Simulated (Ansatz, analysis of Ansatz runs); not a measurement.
# A hop of Br in CsLi2Br3 (Immm), charge +1, part 2 of 3

Wanted: path and barrier of a jump of Br in CsLi2Br3 (Immm) at charge +1. The case: V_Br hop (4.0 Å), in a cell of 72 host atoms with 1 Br taken out.

Ansatz 0.2.0; plane-wave PAW DFT, PBEsol; nudged elastic band between two relaxed defect structures at fixed charge in a uniform background.

So far: The structure; Relaxation of the start point, charge +1; Relaxation of the end point, charge +1.

### 4. Nudged elastic band, charge +1

5 movable images are laid between the ends on a pair-potential path, which keeps atoms from colliding in the first guess. Each image feels the true force across the path and a spring force along it. The highest image is set to climb to the top of the path.

This step: plane-wave PAW DFT, PBEsol; nudged elastic band between two relaxed defect structures at fixed charge in a uniform background.

File qp1.neb/input.yaml:

```yaml
crystal:
  lattice:
    - [13.85313549, 0.0, 0.0]
    - [4.61771183, 11.05374572, 0.0]
    - [0.0, 0.0, 13.17916514]
  atoms:
    - { symbol: Cs, position: [8.235e-05, 0.50027287, 0.00594107] }
    - { symbol: Cs, position: [0.08094805, 0.75378802, 0.49548209] }
    - { symbol: Cs, position: [0.16654454, 0.00098972, 0.00164609] }
    - { symbol: Cs, position: [0.25230566, 0.24712457, 0.49991404] }
    - { symbol: Li, position: [0.00218105, 0.49835525, 0.30689421] }
    - { symbol: Li, position: [0.08229009, 0.75208563, 0.80789216] }
    - { symbol: Li, position: [0.16766817, -0.00012812, 0.30734295] }
    - { symbol: Li, position: [0.24956828, 0.26385277, 0.80966427] }
    - { symbol: Li, position: [-0.00073964, 0.49994632, 0.68799412] }
    - { symbol: Li, position: [0.08373466, 0.75052194, 0.1904659] }
    - { symbol: Li, position: [0.16182483, 0.01803769, 0.68914732] }
    - { symbol: Li, position: [0.25077314, 0.25071819, 0.19218748] }
    - { symbol: Br, position: [-0.00088675, 0.00098985, 0.77456434] }
    - { symbol: Br, position: [0.08500466, 0.24930864, 0.28286983] }
    - { symbol: Br, position: [0.15385447, 0.50537219, 0.78578839] }
    - { symbol: Br, position: [0.24991405, 0.75051701, 0.27977524] }
    - { symbol: Br, position: [-4.703e-05, 0.00093662, 0.2187834] }
    - { symbol: Br, position: [0.0842462, 0.2502068, 0.71736171] }
    - { symbol: Br, position: [0.16795811, 0.49958562, 0.21516795] }
    - { symbol: Br, position: [0.26635876, 0.73136508, 0.7280813] }
    - { symbol: Br, position: [0.00156762, 0.49888484, 0.4986917] }
    - { symbol: Br, position: [0.08269062, 0.75291176, -0.00160343] }
    - { symbol: Br, position: [0.16986432, -0.00339514, 0.50089542] }
    - { symbol: Br, position: [0.25035318, 0.24941632, -0.00051685] }
    - { symbol: Cs, position: [0.33031427, 0.50022299, -0.00336566] }
    - { symbol: Cs, position: [0.41645985, 0.74658636, 0.49364329] }
    - { symbol: Cs, position: [0.49994669, 0.00136962, 0.00556736] }
    - { symbol: Cs, position: [0.58115099, 0.25062661, 0.50163943] }
    - { symbol: Li, position: [0.33289629, 0.49995391, 0.30426501] }
    - { symbol: Li, position: [0.40309299, 0.7880422, 0.81233597] }
    - { symbol: Li, position: [0.50078207, -0.00203056, 0.30825181] }
    - { symbol: Li, position: [0.59337707, 0.21637622, 0.81424086] }
    - { symbol: Li, position: [0.30553817, 0.50832445, 0.68277843] }
    - { symbol: Li, position: [0.41663031, 0.74965373, 0.18983221] }
    - { symbol: Li, position: [0.51233557, -0.03882974, 0.68770486] }
    - { symbol: Li, position: [0.58282678, 0.24999919, 0.19286788] }
    - { symbol: Br, position: [0.33747851, 0.01165674, 0.7748354] }
    - { symbol: Br, position: [0.41747814, 0.24814959, 0.28416395] }
    - { symbol: Br, position: [0.58350221, 0.74906844, 0.28012803] }
    - { symbol: Br, position: [0.33423576, -0.00121155, 0.21686019] }
    - { symbol: Br, position: [0.41706731, 0.29218168, 0.73385258] }
    - { symbol: Br, position: [0.49932102, 0.49989206, 0.21415401] }
    - { symbol: Br, position: [0.58004409, 0.72462853, 0.7250932] }
    - { symbol: Br, position: [0.32883002, 0.50175879, 0.49651134] }
    - { symbol: Br, position: [0.41956789, 0.74596871, -0.00437478] }
    - { symbol: Br, position: [0.50162384, -0.00374817, 0.50298548] }
    - { symbol: Br, position: [0.58315297, 0.25297325, -0.00085063] }
    - { symbol: Cs, position: [0.67176824, 0.49797542, 0.00199199] }
    - { symbol: Cs, position: [0.75250577, 0.7485919, 0.4923025] }
    - { symbol: Cs, position: [0.83417073, -0.00049277, 0.00240975] }
    - { symbol: Cs, position: [0.91914742, 0.24660985, 0.49694117] }
    - { symbol: Li, position: [0.66721034, 0.49758329, 0.30453676] }
    - { symbol: Li, position: [0.75424084, 0.74085203, 0.809464] }
    - { symbol: Li, position: [0.83242822, 0.00206065, 0.3073203] }
    - { symbol: Li, position: [0.91662137, 0.24866024, 0.8092492] }
    - { symbol: Li, position: [0.69335618, 0.49484075, 0.68190411] }
    - { symbol: Li, position: [0.75048133, 0.74976389, 0.19105241] }
    - { symbol: Li, position: [0.83769862, -0.01747277, 0.68846892] }
    - { symbol: Li, position: [0.91766088, 0.24874566, 0.19257119] }
    - { symbol: Br, position: [0.66288768, -0.00792379, 0.77585463] }
    - { symbol: Br, position: [0.7493201, 0.25031806, 0.28193986] }
    - { symbol: Br, position: [0.84159699, 0.50037777, 0.786249] }
    - { symbol: Br, position: [0.91753507, 0.74989999, 0.28028313] }
    - { symbol: Br, position: [0.6669384, -0.00052094, 0.21793261] }
    - { symbol: Br, position: [0.73191543, 0.27323605, 0.73073705] }
    - { symbol: Br, position: [0.83409561, 0.49930897, 0.21795841] }
    - { symbol: Br, position: [0.91467699, 0.75178767, 0.71356017] }
    - { symbol: Br, position: [0.66912052, 0.4984977, 0.4971459] }
    - { symbol: Br, position: [0.74928885, 0.7512062, -0.00103356] }
    - { symbol: Br, position: [0.82996174, 0.00379153, 0.50039181] }
    - { symbol: Br, position: [0.91833729, 0.24793126, -0.00032491] }
total_charge: 1
basis:
  ecutwfc: 420
  xc_grid: 2
hamiltonian:
  xc: pbesol
kpoints:
  mp_grid: { grid: [1, 1, 1], shift: [0.25, 0.25, 0.25] }
scf:
  occupations: { method: fixed }
  max_iter: 150
output:
  forces: true
neb:
  images: 5
  f_tol: 0.04
  climbing: true
  initial_path: idpp
  max_iterations: 45
  order_check: true
  final_atoms:
    - { symbol: Cs, position: [-0.0019104, 0.50361603, -0.00014156] }
    - { symbol: Cs, position: [0.08175714, 0.74943617, 0.49911205] }
[... 17 atom lines left out ...]
    - { symbol: Br, position: [0.24525954, 0.75028294, 0.71130903] }
[... 4 atom lines left out ...]
    - { symbol: Cs, position: [0.33257502, 0.48762846, -0.00173405] }
[... 4 atom lines left out ...]
    - { symbol: Li, position: [0.4176254, 0.74853823, 0.77400893] }
[... 2 atom lines left out ...]
    - { symbol: Li, position: [0.33380185, 0.49924247, 0.69184912] }
    - { symbol: Li, position: [0.41711754, 0.7484571, 0.22357551] }
[... 2 atom lines left out ...]
    - { symbol: Br, position: [0.34112203, -0.01822116, 0.79327245] }
[... 4 atom lines left out ...]
    - { symbol: Br, position: [0.49371516, 0.51454719, 0.20524994] }
    - { symbol: Br, position: [0.58955298, 0.74696988, 0.71038402] }
[... 1 atom line left out ...]
    - { symbol: Br, position: [0.49408582, 0.51535039, -0.20776012] }
[... 1 atom line left out ...]
    - { symbol: Br, position: [0.58630374, 0.24944637, -0.0004589] }
    - { symbol: Cs, position: [0.67567517, 0.48854085, -0.00105436] }
[... 7 atom lines left out ...]
    - { symbol: Li, position: [0.66791635, 0.49592152, 0.69150792] }
[... 14 atom lines left out ...]
    - { symbol: Br, position: [0.91766338, 0.24862222, -0.00038774] }
```

Launch:

```bash
> ansatz run input.yaml --threads 32 --pin off --max-ram 84787MiB --backend cuda --events-out ev --progress --plain --runs-dir out --max-vram 78GiB
```

Numbers of over 12 decimals in the logs are rounded to 6 here.

The log of the run:

```text
[...]
Warning: neb: disabling space-group detection — the band's intermediate images generally break the endpoint symmetry, so the full k-mesh is solved, and no spatial operation symmetrises the density, except that a semilocal band can use its path's symmetry [...]
[...]
parallel-image band execution: 3 concurrent image workers
NEB image 0
[...]
Crystal: 71 atoms, lattice volume = 2018.113 Å³
Basis set: ecut = 420 eV, 39381 PW (Γ), exchange–correlation on 192×162×180 points (8 copies of the dense FFT grid, shifted against one another)
Bands: 283, of which v1, the nominal top of the filled ones, is band 212 counted from 1 (211 counted from 0)
Symmetry: 1 space group operations
k-points: 1
[...]
SCF iter   1: F=—  HF=-167797.920823 eV  |F-HF|=—  |Δ(HF+E_count)|=         —  Δρ=1.36e-3  dr2=5.07e-2  ethr=1.77e-3  ⟨swp⟩=8.0  Hψ=1557  notcnv=0  defer=68
[...]
SCF iter   2: F=—  HF=-167797.903549 eV  |F-HF|=—  |Δ(HF+E_count)|=   1.73e-2  Δρ=7.30e-4  dr2=1.41e-2  ethr=1.19e-5  ⟨swp⟩=6.0  Hψ=512  notcnv=0  defer=69
[...]
SCF iter   7: F=-167797.903319 eV  HF=-167797.903318 eV  |F-HF|=9.07e-8  |Δ(HF+E_count)|=   1.43e-6  Δρ=1.11e-6  dr2=5.70e-8  ethr=2.36e-11  ⟨swp⟩=5.0  Hψ=1004  notcnv=0
SCF 1 converged in 7 iterations: F = -167797.903319 eV  dr2 = 5.70e-8
[...]
NSCF: frozen V_eff on 1 k-points
NEB image 6
[...]
SCF 2 converged in 7 iterations: F = -167797.562356 eV  dr2 = 5.92e-8
[...]
NEB end point (image 0): max|allowed force component| = 3.762e-3 eV/Å (the criterion of neb.relax_end_points is 1.000e-2)
NEB end point (image 6): max|allowed force component| = 1.398e-2 eV/Å (the criterion of neb.relax_end_points is 1.000e-2)
NEB image 1
[...]
SCF 3 converged in 7 iterations: F = -167797.642768 eV  dr2 = 6.21e-8
[...]
NEB image 2
[...]
SCF 4 converged in 7 iterations: F = -167797.184819 eV  dr2 = 7.10e-8
[...]
SCF 5 converged in 7 iterations: F = -167796.901700 eV  dr2 = 6.33e-8
[...]
SCF 8 converged in 7 iterations: F = -167797.744865 eV  dr2 = 2.95e-8
[...]
SCF 11 converged in 7 iterations: F = -167797.217571 eV  dr2 = 6.34e-8
[...]
SCF 14 converged in 6 iterations: F = -167797.358848 eV  dr2 = 4.17e-8
[...]
SCF 17 converged in 6 iterations: F = -167797.482561 eV  dr2 = 3.64e-8
[...]
SCF 20 converged in 6 iterations: F = -167797.177664 eV  dr2 = 6.51e-9
[...]
SCF 23 converged in 6 iterations: F = -167797.182143 eV  dr2 = 2.61e-8
[...]
SCF 26 converged in 5 iterations: F = -167797.183199 eV  dr2 = 2.84e-8
[...]
SCF 29 converged in 5 iterations: F = -167797.183199 eV  dr2 = 9.11e-10
[...]
SCF 32 converged in 8 iterations: F = -167797.172046 eV  dr2 = 4.05e-10
[...]
SCF 35 converged in 8 iterations: F = -167797.173926 eV  dr2 = 1.22e-10
[...]
SCF 38 converged in 8 iterations: F = -167797.168280 eV  dr2 = 5.63e-10
[...]
SCF 41 converged in 7 iterations: F = -167797.176507 eV  dr2 = 1.22e-9
[...]
SCF 44 converged in 8 iterations: F = -167797.166605 eV  dr2 = 2.03e-10
[...]
SCF 47 converged in 7 iterations: F = -167797.182491 eV  dr2 = 5.26e-10
[...]
SCF 50 converged in 7 iterations: F = -167797.182658 eV  dr2 = 4.84e-10
[...]
SCF 53 converged in 7 iterations: F = -167797.573960 eV  dr2 = 1.20e-8
[...]
SCF 56 converged in 7 iterations: F = -167797.410434 eV  dr2 = 2.18e-8
[...]
- { symbol: Br, position: [0.247151, 0.747406, 0.282045] }
    - { symbol: Br, position: [0.000870, -0.001747, 0.216237] }
    - { symbol: Br, position: [0.085645, 0.248960, 0.718196] }
    - { symbol: Br, position: [0.164735, 0.497917, 0.222541] }
    - { symbol: Br, position: [0.244429, 0.756120, 0.706795] }
    - { symbol: Br, position: [0.000642, 0.500006, 0.501701] }
    - { symbol: Br, position: [0.086267, 0.747329, -0.001553] }
    - { symbol: Br, position: [0.168855, 0.001893, 0.496062] }
    - { symbol: Br, position: [0.244726, 0.239642, -0.000397] }
    - { symbol: Cs, position: [0.327821, 0.478156, 0.012124] }
    - { symbol: Cs, position: [0.415934, 0.751859, 0.492136] }
    - { symbol: Cs, position: [0.502203, 0.001685, -0.001539] }
    - { symbol: Cs, position: [0.581816, 0.251724, 0.501270] }
    - { symbol: Li, position: [0.332111, 0.499453, 0.310271] }
    - { symbol: Li, position: [0.408227, 0.778916, 0.777610] }
    - { symbol: Li, position: [0.499373, -0.001451, 0.303830] }
    - { symbol: Li, position: [0.591077, 0.226483, 0.815550] }
    - { symbol: Li, position: [0.314531, 0.514712, 0.693125] }
    - { symbol: Li, position: [0.419807, 0.740377, 0.213598] }
    - { symbol: Li, position: [0.509852, -0.016957, 0.684181] }
    - { symbol: Li, position: [0.586561, 0.238392, 0.193408] }
    - { symbol: Br, position: [0.339367, 0.005960, 0.776446] }
    - { symbol: Br, position: [0.414839, 0.246658, 0.277934] }
    - { symbol: Br, position: [0.588288, 0.745672, 0.282124] }
    - { symbol: Br, position: [0.340242, -0.019283, 0.204694] }
    - { symbol: Br, position: [0.416268, 0.282488, 0.731263] }
    - { symbol: Br, position: [0.497438, 0.503922, 0.217460] }
    - { symbol: Br, position: [0.589136, 0.745636, 0.702336] }
    - { symbol: Br, position: [0.333312, 0.502621, 0.501686] }
    - { symbol: Br, position: [0.463129, 0.611738, -0.111699] }
    - { symbol: Br, position: [0.498088, 0.003635, 0.496512] }
    - { symbol: Br, position: [0.585200, 0.245770, 0.002869] }
    - { symbol: Cs, position: [0.687493, 0.476755, 0.013679] }
    - { symbol: Cs, position: [0.752454, 0.750528, 0.492282] }
    - { symbol: Cs, position: [0.835836, -0.004894, 0.000321] }
    - { symbol: Cs, position: [0.916819, 0.250126, 0.500553] }
    - { symbol: Li, position: [0.669223, 0.494986, 0.309641] }
    - { symbol: Li, position: [0.752386, 0.742372, 0.807338] }
    - { symbol: Li, position: [0.833256, 0.000174, 0.306661] }
    - { symbol: Li, position: [0.915800, 0.250864, 0.809181] }
    - { symbol: Li, position: [0.680793, 0.505452, 0.690610] }
    - { symbol: Li, position: [0.752827, 0.747062, 0.190325] }
    - { symbol: Li, position: [0.835413, -0.013242, 0.688358] }
    - { symbol: Li, position: [0.923306, 0.242421, 0.193526] }
    - { symbol: Br, position: [0.664803, -0.000529, 0.778806] }
    - { symbol: Br, position: [0.749427, 0.250119, 0.279360] }
    - { symbol: Br, position: [0.839454, 0.500728, 0.788282] }
    - { symbol: Br, position: [0.916533, 0.750975, 0.279504] }
    - { symbol: Br, position: [0.666949, -0.002683, 0.216642] }
    - { symbol: Br, position: [0.731277, 0.276103, 0.730117] }
    - { symbol: Br, position: [0.839039, 0.495078, 0.224606] }
    - { symbol: Br, position: [0.914162, 0.752336, 0.714570] }
    - { symbol: Br, position: [0.666292, 0.498916, 0.500518] }
    - { symbol: Br, position: [0.745835, 0.747832, -0.000825] }
    - { symbol: Br, position: [0.830022, 0.005097, 0.499398] }
    - { symbol: Br, position: [0.929871, 0.239424, 0.000808] }
```

The job ended after 30 s (1 × NVIDIA GB200 with 32 threads of Arm Neoverse V2, shared host; peak memory 2.7 GiB; 1.8 min of CPU time).

Images along the path:

```csv
image,path (Å),energy (eV),"Br45: x, y, z (Å)"
0,0.000,0.0000,"9.257, 8.246, -0.058"
1,0.855,0.1388,"9.259, 7.865, -0.368"
2,1.711,0.5293,"9.249, 7.341, -0.898"
3,2.566,0.7201,"9.241, 6.762, -1.472"
4,3.270,0.6011,"9.220, 6.330, -1.962"
5,3.975,0.4023,"9.218, 5.970, -2.432"
6,4.680,0.3410,"9.224, 5.697, -2.738"
```

Numbers from this step:

| Property | Result |
| --- | --- |
| free energy | -167797.1832 eV |
| barrier forward | 0.7201 eV |
| barrier backward | 0.3792 eV |
| end less start | 0.3410 eV |
| hop length | 3.699 Å |

Track of the atom that was set to move:

```csv
image,x (Å),y (Å),z (Å),nearest neighbour,distance (Å)
0,9.257,8.246,-0.058,Li,2.46
1,9.259,7.865,-0.368,Li,2.454
2,9.249,7.341,-0.898,Li,2.359
3,9.241,6.762,-1.472,Li,2.354
4,9.22,6.33,-1.962,Li,2.41
5,9.218,5.97,-2.432,Li,2.504
6,9.224,5.697,-2.738,Li,2.589
```

The band met its tolerance of 0.04 eV/Å after 6 iterations, with image 3 on top (the start counts as 0). Br45, which moves farthest between the ends, has 2 Li at 2.46 to 2.56 Å nearest at the start and 1 Li at 2.35 Å at the top.

(Continued in part 3 of 3.)

[Logs are printed without paths, hosts, clocks, repeated set-up lines and the standing remarks that a program may print on its own settings, such as how far it seeks lower states.]

[Hosts, paths, dates, database ids (printed as entryN), source tags and the programs' standing remarks are cut or masked in the printed files.]
